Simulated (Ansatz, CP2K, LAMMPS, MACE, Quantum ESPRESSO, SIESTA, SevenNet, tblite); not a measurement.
**Other levels on Li+ BF4- in gamma-butyrolactone and acetonitrile and diethyl carbonate at 360 K (102 atoms)**

Density of this cell: 1.06 g/cm³. The cell holds 102 atoms: 30 C, 12 O, 50 H, 4 N, 1 B, 4 F and 1 Li. Its edges and angles: a = 10.567 Å, b = 10.567 Å, c = 10.567 Å, α = 90.0°, β = 90.0°, γ = 90.0°. 3 gamma-butyrolactone, 4 acetonitrile, 2 diethyl carbonate, 1 Li+, 1 BF4- placed at random, at 1.06 g/cm³; overlaps pushed apart, then 10 ps at 550 K with stiff harmonic cages for PF6 and BF4 with UFF radii; Joung-Cheatham ions (J. Phys. Chem. B 112, 9020 (2008)); MMFF94 bonds, angles, torsions, charges and radii (Halgren, J. Comput. Chem. 17, 490 (1996)) in harmonic and 12-6 forms; charges of ions scaled by 0.8. Snapshot after 30 ps at 360 K and fixed volume.

Geometry: as built.

The reference, a calculation:

| Item | Value |
| --- | --- |
| method | Kohn-Sham DFT, PBE, PAW, plane waves (Ansatz 0.2.0); cutoff 420 eV, Γ point, fermi-dirac smearing of 0.05 eV; PAW set soft_2 |
| r.m.s. force component | 1.004 eV/Å |
| longest force | 3.721 eV/Å |
| pressure | 2.747 GPa |
| gap (highest filled to lowest empty level) | 4.334 eV |
| SCF cycles | 10 |
| time | 5.8 s on 8 threads of Arm Neoverse V2, shared host |
| CPU time | 40 s |

**Question.** The same geometry is run in other programs. How far does each lie from the reference, and what does it cost?
- QE PBE, sssp-1.3.0-efficiency, 60/480 Ry (Quantum ESPRESSO 7.5; 2 MPI ranks)
- CP2K GFN1-xTB, OT DIIS (CP2K 2026.2; 1 thread)
- SIESTA PBE, SZ, shift 0.02 Ry, mesh 500 Ry (SIESTA 5.4.2; 1 thread)
- SIESTA PBE, DZP, shift 0.02 Ry, mesh 500 Ry (SIESTA 5.4.2; 2 MPI ranks)
- CP2K PBE, DZVP-MOLOPT-SR, 600/50 Ry, OT DIIS (CP2K 2026.2; 4 MPI ranks)
- CP2K PBE, SZV-MOLOPT-SR, 600/50 Ry, SIGN filter 1e-06, SCF 1e-06 (CP2K 2026.2; 1 thread)
- CP2K PBE, DZVP-MOLOPT-SR, 300/50 Ry, OT DIIS (CP2K 2026.2; 2 threads)
- CP2K PBE, DZVP-MOLOPT-SR, 600/20 Ry, OT DIIS (CP2K 2026.2; 4 MPI ranks)
- MACE MP-0b2 small potential (MACE MP-0b2 small; 1 thread)
- SIESTA PBE, DZP, shift 0.01 Ry, mesh 500 Ry (SIESTA 5.4.2; 2 MPI ranks)

Differences are against the plane-wave reference, forces as r.m.s. over components; share is that over the reference's r.m.s. force, slope the least-squares factor from reference forces to these. Total energies of different programs have different zeros and aren't compared.

| run | Δ force, r.m.s. (meV/Å) | share (%) | slope | Δ pressure (GPa) | Δ gap (eV) | cores | CPU time | memory (GiB) |
| --- | --- | --- | --- | --- | --- | --- | --- | --- |
| reference | - | - | - | - | - | 8 | 40 s | 1.3 |
| QE PBE, sssp-1.3.0-efficiency, 60/480 Ry | 36.5 | 3.63 | 1.009 | 0.0685 | 0.0015 | 2 | 5.2 min | 2.4 |
| CP2K GFN1-xTB, OT DIIS | 393 | 39.1 | 0.926 | -2.94 | - | 1 | 3.4 s | 0.32 |
| SIESTA PBE, SZ, shift 0.02 Ry, mesh 500 Ry (coarse) | 2600 | 259 | 1.528 | 19.3 | -2.55 | 1 | 61 s | 0.67 |
| SIESTA PBE, DZP, shift 0.02 Ry, mesh 500 Ry | 596 | 59.3 | 1.156 | 1.35 | -0.191 | 2 | 2.6 min | 1.5 |
| CP2K PBE, DZVP-MOLOPT-SR, 600/50 Ry, OT DIIS | 167 | 16.7 | 1.051 | 0.685 | 0.0327 | 4 | 7.7 min | 2.6 |
| CP2K PBE, SZV-MOLOPT-SR, 600/50 Ry, SIGN filter 1e-06, SCF 1e-06 (coarse) | 2052 | 204 | 1.445 | 9.87 | - | 1 | 6.1 min | 1.5 |
| CP2K PBE, DZVP-MOLOPT-SR, 300/50 Ry, OT DIIS (coarse) | 165 | 16.4 | 1.049 | 0.710 | 0.0335 | 2 | 6.8 min | 0.87 |
| CP2K PBE, DZVP-MOLOPT-SR, 600/20 Ry, OT DIIS (coarse) | 184 | 18.3 | 1.050 | 1.01 | 0.0241 | 4 | 4.4 min | 2.6 |
| MACE MP-0b2 small potential | 188 | 18.7 | 0.982 | 0.418 | - | 1 | 6.2 s | 0.67 |
| SIESTA PBE, DZP, shift 0.01 Ry, mesh 500 Ry | 731 | 72.8 | 1.179 | 3.57 | -0.113 | 2 | 3.4 min | 1.7 |

Rows marked coarse were listed beforehand as settings not expected to be converged; some can still land near the reference.

Times of the machine-learned potentials are mostly Python's start and the loading of weights.

CPU time is summed over cores on a shared host, where runs went side by side, so it is rough. Symmetry, cutoffs, thresholds, outputs and thread counts weren't matched or tuned between programs; memory under MPI is the largest rank's times the ranks.

PBE on plane waves or a grid with other potentials, cutoffs or grids, coarse settings apart, differs from the reference by 3.6 % (QE PBE, sssp-1.3.0-efficiency, 60/480 Ry) of the r.m.s. force; this holds the reference's own error, so differences of a few per cent don't tell which side is nearer the exact PBE result (QE's 60 Ry are 816 eV, against the reference's 420 eV). The PBE runs in local orbitals, coarse settings apart, differ by 17 % (CP2K PBE, DZVP-MOLOPT-SR, 600/50 Ry, OT DIIS) to 73 % (SIESTA PBE, DZP, shift 0.01 Ry, mesh 500 Ry); basis, grid and potentials can all enter. Tight binding differs by 39 % (CP2K GFN1-xTB, OT DIIS); it is another model, with fitted parameters of its own, and the xTB methods hold dispersion. Machine-learned potentials differ by 19 % (MACE MP-0b2 small potential); they were trained on other programs' data. Periodic xTB results under one method name differ between programs and library versions. Machine-learned potentials mimic data converged in k, so the reference's own k-point error enters their differences. The network of contacts between molecules at the start is that of the classical potential that made the cell, and needn't be the one that DFT or experiment would give. The electronic-structure runs sample only Γ, in a cell whose shortest periodic width is 11 Å.

[Hosts, paths, dates, database ids (printed as entryN), source tags and the programs' standing remarks are cut or masked in the printed files.]

[The MMFF94 radii named for the starting cell were scaled by 0.96; in molecules described by MMFF94, hydrogen bound to N, O or S took a small fixed 12-6 site in their place.]
